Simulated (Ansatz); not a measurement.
**Si/Ge superlattices of n and n atomic layers along [001]: modes against thickness**

Aim: how do the zone-centre modes of Si/Ge superlattices of n and n atomic layers along [001] change with n?

Method: DFT LDA, scalar-relativistic, plane waves, PAW; PAW set soft_1, in Ansatz 0.2.0.

Most raw output is cut from this account.

The structure was built from a prototype and need not be the compound's stable phase.

## 1. Set-up

Symmetry: Pmma, No. 51, orthorhombic system. Conventional cell: a = 3.921 Å, b = 3.921 Å, c = 5.545 Å, α = 90.00°, β = 90.00°, γ = 90.00°. Nearest to Si lie 2 Ge at 2.40 Å and 2 Si at 2.40 Å. Ge has 2 Ge at 2.40 Å and 2 Si at 2.40 Å nearest. Farther neighbours are not listed.

As a file:

```cif
data_structure
_symmetry_space_group_name_H-M 'P 1'
_symmetry_Int_Tables_number 1
_cell_length_a 3.9209
_cell_length_b 3.9209
_cell_length_c 5.5450
_cell_angle_alpha 90.000
_cell_angle_beta 90.000
_cell_angle_gamma 90.000
_cell_volume 85.25
loop_
_atom_site_label
_atom_site_type_symbol
_atom_site_fract_x
_atom_site_fract_y
_atom_site_fract_z
_atom_site_occupancy
Si1 Si 0.00000 0.00000 0.00000 1
Si2 Si 0.50000 0.00000 0.25000 1
Ge3 Ge 0.50000 0.50000 0.50000 1
Ge4 Ge 0.00000 0.50000 0.75000 1
```

## 2. First relaxation: n = 2

Cell and atoms are relaxed together, until forces and stress fall under their thresholds.

The cell for n = 2 and its atoms are relaxed.

input.yaml

```yaml
crystal:
  lattice:
    - [3.92091, 0.0, 0.0]
    - [0.0, 3.92091, 0.0]
    - [0.0, 0.0, 5.545]
  atoms:
    - { symbol: Si, position: [0.0, 0.0, 0.0] }
    - { symbol: Si, position: [0.5, 0.0, 0.25] }
    - { symbol: Ge, position: [0.5, 0.5, 0.5] }
    - { symbol: Ge, position: [0.0, 0.5, 0.75] }
kpoints:
  mp_grid: { grid: [8, 8, 6], shift: [0.5, 0.5, 0.5] }
hamiltonian:
  xc: lda
  pseudopotentials: { kind: paw, azcp: { folder: soft_1 }, xc_functional: pbe }
scf:
  occupations: { method: gaussian, width: 0.02 }
output:
  forces: true
  stress: true
  eigenvalues: true
relax:
  adjacent_minimum: "off"
  f_tol: 0.004
  max_steps: 80
  cell: { stress_tol: 0.04 }
```

Launch:

```sh
ansatz run input.yaml --threads 4 --pin off --max-ram 16384MiB --backend cpu --events-out ev --progress --plain --runs-dir out
```

Run time: 10 s. Hardware: 4 threads of Arm Neoverse V1, shared host; peak memory 0.41 GiB; 33 s of CPU time.

The steps of the relaxation:

| step | energy less that of the first step (eV) | largest force component (eV/Å) | pressure (GPa) | volume (Å³) |
| --- | --- | --- | --- | --- |
| 1 | 0.0000 | 0.4725 | -1.84 | 85.25 |
| 2 | -0.0373 | 0.0349 | -0.43 | 83.68 |
| 3 | -0.0381 | 0.0193 | -0.06 | 83.31 |
| 4 | -0.0381 | 0.0008 | 0.01 | 83.24 |
| 5* | -0.0378 | 0.0009 | 0.01 | 83.24 |

Relaxation steps marked * repeat the geometry before them on a plane-wave basis chosen anew for their cell, so energy and pressure can jump there.

Forces are held to the 8 operations that the run works with; a distortion that breaks them can't arise in this run.

| conventional cell, symmetrised | before | after | change |
| --- | --- | --- | --- |
| a (Å) | 3.921 | 3.887 | -0.9 % |
| b (Å) | 3.921 | 3.892 | -0.7 % |
| c (Å) | 5.545 | 5.502 | -0.8 % |
| volume (Å³/atom) | 21.31 | 20.81 | -2.3 % |

The atoms that moved most (Å, as changes of fractional coordinates times the final cell):

| atom | dx | dy | dz | length |
| --- | --- | --- | --- | --- |
| Ge4 | 0.000 | 0.000 | 0.030 | 0.030 |
| Ge3 | 0.000 | 0.000 | -0.030 | 0.030 |
| Si2 | 0.000 | 0.000 | -0.027 | 0.027 |
| Si1 | 0.000 | 0.000 | 0.027 | 0.027 |

Final coordinates:

```xyz
4
Lattice="3.8873 0.0000 0.0000 0.0000 3.8918 0.0000 0.0000 0.0000 5.5024" Properties=species:S:1:pos:R:3 pbc="T T T"
Si    0.0000    0.0000    0.0270
Si    1.9437    0.0000    1.3486
Ge    1.9437    1.9459    2.7209
Ge    0.0000    1.9459    4.1571
```

Numbers from this step:

```yaml
pressure: 0.005565 GPa
gap_on_the_k_mesh: 0.5625 eV
volume_per_atom: 20.81 Å³
```

The relaxation ends at 20.81 Å³/atom.

## 3. Relaxation of a member: n = 2

The relaxation for n = 2 is finished with tight tolerances.

input.yaml, the sections that differ from step 2:

```yaml
crystal:
  lattice:
    - [3.8873371006, 0.0, 0.0]
    - [0.0, 3.8917565624, 0.0]
    - [0.0, 0.0, 5.5024470076]
  atoms:
    - { symbol: Si, position: [0.0, 0.0, 0.0049033429] }
    - { symbol: Si, position: [0.5, 0.0, 0.2450966571] }
    - { symbol: Ge, position: [0.5, 0.5, 0.4944946898] }
    - { symbol: Ge, position: [0.0, 0.5, 0.7555053102] }
scf:
  occupations: { method: fixed }
relax:
  adjacent_minimum: "off"
  f_tol: 0.001
  max_steps: 60
  cell: { stress_tol: 0.01 }
# kpoints, hamiltonian, output: as in step 2
```

Elapsed: 7.1 s, on 4 threads; peak memory 0.41 GiB; 24 s of CPU time.

Little changed from the start: no atom moved by 0.005 Å and no cell edge by 0.1 %.

This step gave:

| Property | Result |
| --- | --- |
| pressure | 1.50e-4 GPa |

The largest force component left is 0.38 meV/Å.

## 4. Zone-centre modes of the member: n = 2

The force constants come from the linear response of the density to a displacement.

The zone-centre modes follow for n = 2.

input.yaml, the sections that differ from step 3:

```yaml
crystal:
  lattice:
    - [3.8868836403, 0.0, 0.0]
    - [0.0, 3.8922837784, 0.0]
    - [0.0, 0.0, 5.5026937164]
  atoms:
    - { symbol: Si, position: [0.0, 0.0, 0.0048912735] }
    - { symbol: Si, position: [0.5, 0.0, 0.2451087265] }
    - { symbol: Ge, position: [0.5, 0.5, 0.4944778771] }
    - { symbol: Ge, position: [0.0, 0.5, 0.7555221229] }
output:
  eigenvalues: true
phonons:
  method: dfpt
# kpoints, hamiltonian, scf: as in step 3
# relax: removed
```

Elapsed: 21 s, on 4 threads; peak memory 0.59 GiB; 66 s of CPU time.

Numbers from this step:

| Property | Result |
| --- | --- |
| sum-rule residual before enforcement | 5.05e-5 eV/Å² |
| highest mode at the zone centre of this cell (no LO-TO term) | 485.2 cm⁻¹ |
| lowest mode at the zone centre of this cell, translations apart | 98.29 cm⁻¹ |

Without the LO-TO term. Patterns of degenerate modes are one choice out of their space. Modes at Γ, with each element's share of the kinetic energy:

| mode | frequency (cm⁻¹) | Si % | Ge % |
| --- | --- | --- | --- |
| 1 | 0.0 | 28 | 72 |
| 2 | 0.0 | 28 | 72 |
| 3 | 0.0 | 28 | 72 |
| 4 | 98.3 | 24 | 76 |
| 5 | 108.5 | 72 | 28 |
| 6 | 265.5 | 4 | 96 |
| 7 | 282.0 | 1 | 99 |
| 8 | 325.8 | 72 | 28 |
| 9 | 371.8 | 72 | 28 |
| 10 | 417.0 | 76 | 24 |
| 11 | 455.5 | 96 | 4 |
| 12 | 485.2 | 99 | 1 |

Displacements in mode 4 (98.3 cm⁻¹), the largest set to 1:
```
Si1  0.00 -0.90  0.00
Si2  0.00  0.90  0.00
Ge3  0.00  1.00  0.00
Ge4  0.00 -1.00  0.00
```

Displacements in mode 9 (371.8 cm⁻¹), the largest set to 1:
```
Si1  0.00  1.00  0.00
Si2  0.00  1.00  0.00
Ge3  0.00 -0.39  0.00
Ge4  0.00 -0.39  0.00
```

With the three translations set apart, the lowest mode of the cell is real, 98.3 cm⁻¹, and the highest lies at 485.2 cm⁻¹.

## 5. First relaxation: n = 6

The cell for n = 6 and its atoms are relaxed.

System of this step: SiGe. Symmetry: Pmma, No. 51, orthorhombic system. Conventional cell: a = 3.921 Å, b = 3.921 Å, c = 16.635 Å, α = 90.00°, β = 90.00°, γ = 90.00°. Si has 2 Ge at 2.40 Å and 2 Si at 2.40 Å nearest. Nearest to Si lie 4 Si at 2.40 Å. Nearest to Ge lie 2 Si at 2.40 Å and 2 Ge at 2.40 Å. Nearest to Ge lie 4 Ge at 2.40 Å. Ge has 4 Ge at 2.40 Å nearest. Farther neighbours are not listed.

input.yaml

```yaml
crystal:
  lattice:
    - [3.92091, 0.0, 0.0]
    - [0.0, 3.92091, 0.0]
    - [0.0, 0.0, 16.635]
  atoms:
    - { symbol: Si, position: [0.0, 0.0, 0.0] }
    - { symbol: Si, position: [0.5, 0.0, 0.083333] }
    - { symbol: Si, position: [0.5, 0.5, 0.166667] }
    - { symbol: Si, position: [0.0, 0.5, 0.25] }
    - { symbol: Si, position: [0.0, 0.0, 0.333333] }
    - { symbol: Si, position: [0.5, 0.0, 0.416667] }
    - { symbol: Ge, position: [0.5, 0.5, 0.5] }
    - { symbol: Ge, position: [0.0, 0.5, 0.583333] }
    - { symbol: Ge, position: [0.0, 0.0, 0.666667] }
    - { symbol: Ge, position: [0.5, 0.0, 0.75] }
    - { symbol: Ge, position: [0.5, 0.5, 0.833333] }
    - { symbol: Ge, position: [0.0, 0.5, 0.916667] }
kpoints:
  mp_grid: { grid: [8, 8, 2], shift: [0.5, 0.5, 0.5] }
hamiltonian:
  xc: lda
  pseudopotentials: { kind: paw, azcp: { folder: soft_1 }, xc_functional: pbe }
scf:
  occupations: { method: gaussian, width: 0.02 }
output:
  forces: true
  stress: true
  eigenvalues: true
relax:
  adjacent_minimum: "off"
  f_tol: 0.004
  max_steps: 80
  cell: { stress_tol: 0.04 }
```

It took 31 s on 4 threads; peak memory 0.77 GiB.

Relaxation path:

| step | energy less that of the first step (eV) | largest force component (eV/Å) | pressure (GPa) | volume (Å³) |
| --- | --- | --- | --- | --- |
| 1 | 0.0000 | 0.4822 | -1.66 | 255.74 |
| 2 | -0.1395 | 0.0765 | -0.29 | 251.33 |
| 3 | -0.1452 | 0.0145 | -0.16 | 250.85 |
| 4 | -0.1455 | 0.0021 | -0.01 | 250.41 |
| 5* | -0.1449 | 0.0021 | -0.01 | 250.41 |

Relaxation steps marked * repeat the geometry before them on a plane-wave basis chosen anew for their cell, so energy and pressure can jump there.

The run keeps the 8 symmetry operations that it works with, so distortions that break them were not tested.

| conventional cell, symmetrised | before | after | change |
| --- | --- | --- | --- |
| a (Å) | 3.921 | 3.890 | -0.8 % |
| b (Å) | 3.921 | 3.892 | -0.7 % |
| c (Å) | 16.635 | 16.540 | -0.6 % |
| volume (Å³/atom) | 21.31 | 20.87 | -2.1 % |

The atoms that moved most (Å, as changes of fractional coordinates times the final cell):

| atom | dx | dy | dz | length |
| --- | --- | --- | --- | --- |
| Ge7 | 0.000 | 0.000 | -0.127 | 0.127 |
| Ge12 | 0.000 | 0.000 | 0.127 | 0.127 |
| Si6 | 0.000 | 0.000 | -0.123 | 0.123 |
| Si1 | 0.000 | 0.000 | 0.123 | 0.123 |
| Ge11 | 0.000 | 0.000 | 0.073 | 0.073 |
| Ge8 | 0.000 | 0.000 | -0.073 | 0.073 |
| Si2 | 0.000 | 0.000 | 0.071 | 0.071 |
| Si5 | 0.000 | 0.000 | -0.071 | 0.071 |

Numbers from this step:

| Property | Result |
| --- | --- |
| pressure | -0.007946 GPa |
| gap on the k-mesh | 0.6588 eV |
| volume per atom | 20.87 Å³ |

The relaxation ends at 20.87 Å³/atom.

The cell shrank by 2.1 % in volume. From the first step to the last the energy fell by 0.145 eV, across changes of basis, and the largest move was 0.13 Å (Ge7 and 1 other atom alike).

## 6. Relaxation of a member: n = 6

The relaxation for n = 6 is finished with tight tolerances.

input.yaml

```yaml
crystal:
  lattice:
    - [3.8903253356, 0.0, 0.0]
    - [0.0, 3.8915082141, 0.0]
    - [0.0, 0.0, 16.5401766559]
  atoms:
    - { symbol: Si, position: [0.0, 0.0, 0.0074108119] }
    - { symbol: Si, position: [0.5, 0.0, 0.0875976943] }
    - { symbol: Si, position: [0.5, 0.5, 0.1680870985] }
    - { symbol: Si, position: [0.0, 0.5, 0.2485795681] }
    - { symbol: Si, position: [0.0, 0.0, 0.3290689723] }
    - { symbol: Si, position: [0.5, 0.0, 0.4092558548] }
    - { symbol: Ge, position: [0.5, 0.5, 0.4923084044] }
    - { symbol: Ge, position: [0.0, 0.5, 0.57890152] }
    - { symbol: Ge, position: [0.0, 0.0, 0.6651621577] }
    - { symbol: Ge, position: [0.5, 0.0, 0.7515045089] }
    - { symbol: Ge, position: [0.5, 0.5, 0.8377651467] }
    - { symbol: Ge, position: [0.0, 0.5, 0.9243582623] }
kpoints:
  mp_grid: { grid: [8, 8, 2], shift: [0.5, 0.5, 0.5] }
hamiltonian:
  xc: lda
  pseudopotentials: { kind: paw, azcp: { folder: soft_1 }, xc_functional: pbe }
scf:
  occupations: { method: fixed }
output:
  forces: true
  stress: true
  eigenvalues: true
relax:
  adjacent_minimum: "off"
  f_tol: 0.001
  max_steps: 60
  cell: { stress_tol: 0.01 }
```

It took 24 s on 4 threads; peak memory 0.76 GiB; 90 s of CPU time.

Little changed from the start: no atom moved by 0.005 Å and no cell edge by 0.1 %.

Numbers from this step:

* pressure: -6.35e-4 GPa
* gap on the k-mesh: 0.6590 eV

The largest force component left is 0.47 meV/Å.

## 7. Modes of this member: n = 6

The zone-centre modes follow for n = 6.

input.yaml

```yaml
crystal:
  lattice:
    - [3.8901634308, 0.0, 0.0]
    - [0.0, 3.892004187, 0.0]
    - [0.0, 0.0, 16.5373038899]
  atoms:
    - { symbol: Si, position: [0.0, 0.0, 0.0074164626] }
    - { symbol: Si, position: [0.5, 0.0, 0.0876040715] }
    - { symbol: Si, position: [0.5, 0.5, 0.1680866589] }
    - { symbol: Si, position: [0.0, 0.5, 0.2485800078] }
    - { symbol: Si, position: [0.0, 0.0, 0.3290625952] }
    - { symbol: Si, position: [0.5, 0.0, 0.409250204] }
    - { symbol: Ge, position: [0.5, 0.5, 0.4923028701] }
    - { symbol: Ge, position: [0.0, 0.5, 0.5789104959] }
    - { symbol: Ge, position: [0.0, 0.0, 0.6651541499] }
    - { symbol: Ge, position: [0.5, 0.0, 0.7515125167] }
    - { symbol: Ge, position: [0.5, 0.5, 0.8377561707] }
    - { symbol: Ge, position: [0.0, 0.5, 0.9243637965] }
kpoints:
  mp_grid: { grid: [8, 8, 2], shift: [0.5, 0.5, 0.5] }
hamiltonian:
  xc: lda
  pseudopotentials: { kind: paw, azcp: { folder: soft_1 }, xc_functional: pbe }
scf:
  occupations: { method: fixed }
output:
  eigenvalues: true
phonons:
  method: dfpt
```

Wall time 3.9 min (4 threads); peak memory 1.5 GiB.

Numbers from this step:

```
sum-rule residual before enforcement                            : 3.23e-5 eV/Å²
highest mode at the zone centre of this cell (no LO-TO term)    : 490.2 cm⁻¹
lowest mode at the zone centre of this cell, translations apart : 62.89 cm⁻¹
```

Without the LO-TO term. Patterns of degenerate modes are one choice out of their space. The modes at Γ (shares of kinetic energy by element, %); the lowest 24 and highest 6 of 36:

| mode | frequency (cm⁻¹) | Si % | Ge % |
| --- | --- | --- | --- |
| 1 | 0.0 | 28 | 72 |
| 2 | 0.0 | 28 | 72 |
| 3 | 0.0 | 28 | 72 |
| 4 | 62.9 | 6 | 94 |
| 5 | 65.4 | 9 | 91 |
| 6 | 69.6 | 33 | 67 |
| 7 | 69.9 | 17 | 83 |
| 8 | 81.5 | 20 | 80 |
| 9 | 83.9 | 56 | 44 |
| 10 | 106.9 | 64 | 36 |
| 11 | 113.1 | 18 | 82 |
| 12 | 118.4 | 94 | 6 |
| 13 | 126.3 | 56 | 44 |
| 14 | 134.6 | 96 | 4 |
| 15 | 136.4 | 99 | 1 |
| 16 | 210.5 | 24 | 76 |
| 17 | 229.4 | 30 | 70 |
| 18 | 274.8 | 0 | 100 |
| 19 | 277.8 | 0 | 100 |
| 20 | 279.3 | 1 | 99 |
| 21 | 283.0 | 6 | 94 |
| 22 | 287.1 | 45 | 55 |
| 23 | 290.8 | 1 | 99 |
| 24 | 292.6 | 1 | 99 |
| 31 | 455.2 | 100 | 0 |
| 32 | 467.1 | 100 | 0 |
| 33 | 468.2 | 99 | 1 |
| 34 | 482.6 | 99 | 1 |
| 35 | 489.9 | 100 | 0 |
| 36 | 490.2 | 100 | 0 |

Displacements in mode 4 (62.9 cm⁻¹), the largest set to 1:
```
Si1  0.42  0.00  0.00
Si2  0.34  0.00  0.00
Si3  0.05  0.00  0.00
Si4 -0.05  0.00  0.00
Si5 -0.34  0.00  0.00
Si6 -0.42  0.00  0.00
Ge7 -1.00  0.00  0.00
Ge8 -0.96  0.00  0.00
Ge9 -0.07  0.00  0.00
Ge10 0.07  0.00  0.00
Ge11 0.96  0.00  0.00
Ge12 1.00  0.00  0.00
```

Displacements in mode 27 (386.4 cm⁻¹), the largest set to 1:
```
Si1  0.00  1.00  0.00
Si2  0.00  0.08  0.00
Si3  0.00 -0.19  0.00
Si4  0.00 -0.19  0.00
Si5  0.00  0.08  0.00
Si6  0.00  1.00  0.00
Ge7  0.00 -0.36  0.00
Ge8  0.00  0.02  0.00
Ge9  0.00  0.00  0.00
Ge10 0.00  0.00  0.00
Ge11 0.00  0.02  0.00
Ge12 0.00 -0.36  0.00
```

With the three translations set apart, the lowest mode of the cell is real, 62.9 cm⁻¹, and the highest lies at 490.2 cm⁻¹.

## 8. The series together

The members are set side by side, also those not shown above.

Levels are modes at the zone centre of the cell, translations apart; they are counted by rank, so a column need not follow one mode. Cells along the series:

| n | atoms in the cell | space group | volume (Å³/atom) | first cell vector (Å) | period along the axis (Å) | lowest level (cm⁻¹) | second level from below (cm⁻¹) | third level from below (cm⁻¹) | highest level (cm⁻¹) |
| --- | --- | --- | --- | --- | --- | --- | --- | --- | --- |
| 2 | 4 | Pmma | 20.81 | 3.887 | 5.503 | 98.29 | 108.5 | 265.5 | 485.2 |
| 3 | 6 | I-4m2 | 20.84 | 3.89 | 8.262 | 84.4 | 120.2 | 206.4 | 475.4 |
| 4 | 8 | Pmma | 20.85 | 3.889 | 11.02 | 72.78 | 77.54 | 87.76 | 486 |
| 5 | 10 | I-4m2 | 20.86 | 3.891 | 13.78 | 69.71 | 76.46 | 101.6 | 487.2 |
| 6 | 12 | Pmma | 20.86 | 3.89 | 16.54 | 62.89 | 65.39 | 69.57 | 490.2 |

## 9. What came out

```yaml
members: 5
highest_level_no_lo_to_term_n_2: 485.2 cm⁻¹
highest_level_no_lo_to_term_n_6: 490.2 cm⁻¹
```

**Reading.** From n = 2 to 6 the lowest level goes from 98.3 to 62.9 cm⁻¹ and the highest from 485.2 to 490.2 cm⁻¹. These are levels by rank and need not be the same mode. The cells are relaxed freely, with no substrate to hold their plane. These are harmonic frequencies at zero temperature: anharmonic shifts, linewidths and thermal expansion are left out. The PAW files were made for PBE; the program adapts parts of them to the functional of the run, but their partial waves stay those of PBE, an approximation that was not tested in this session. The k mesh is shifted off Γ, so the gap on the mesh misses a band edge that lies there.

[Logs are printed without paths, hosts, clocks, repeated set-up lines and the standing remarks that a program may print on its own settings, such as how far it seeks lower states.]

[Hosts, paths, dates, database ids (printed as entryN), source tags and the programs' standing remarks are cut or masked in the printed files.]
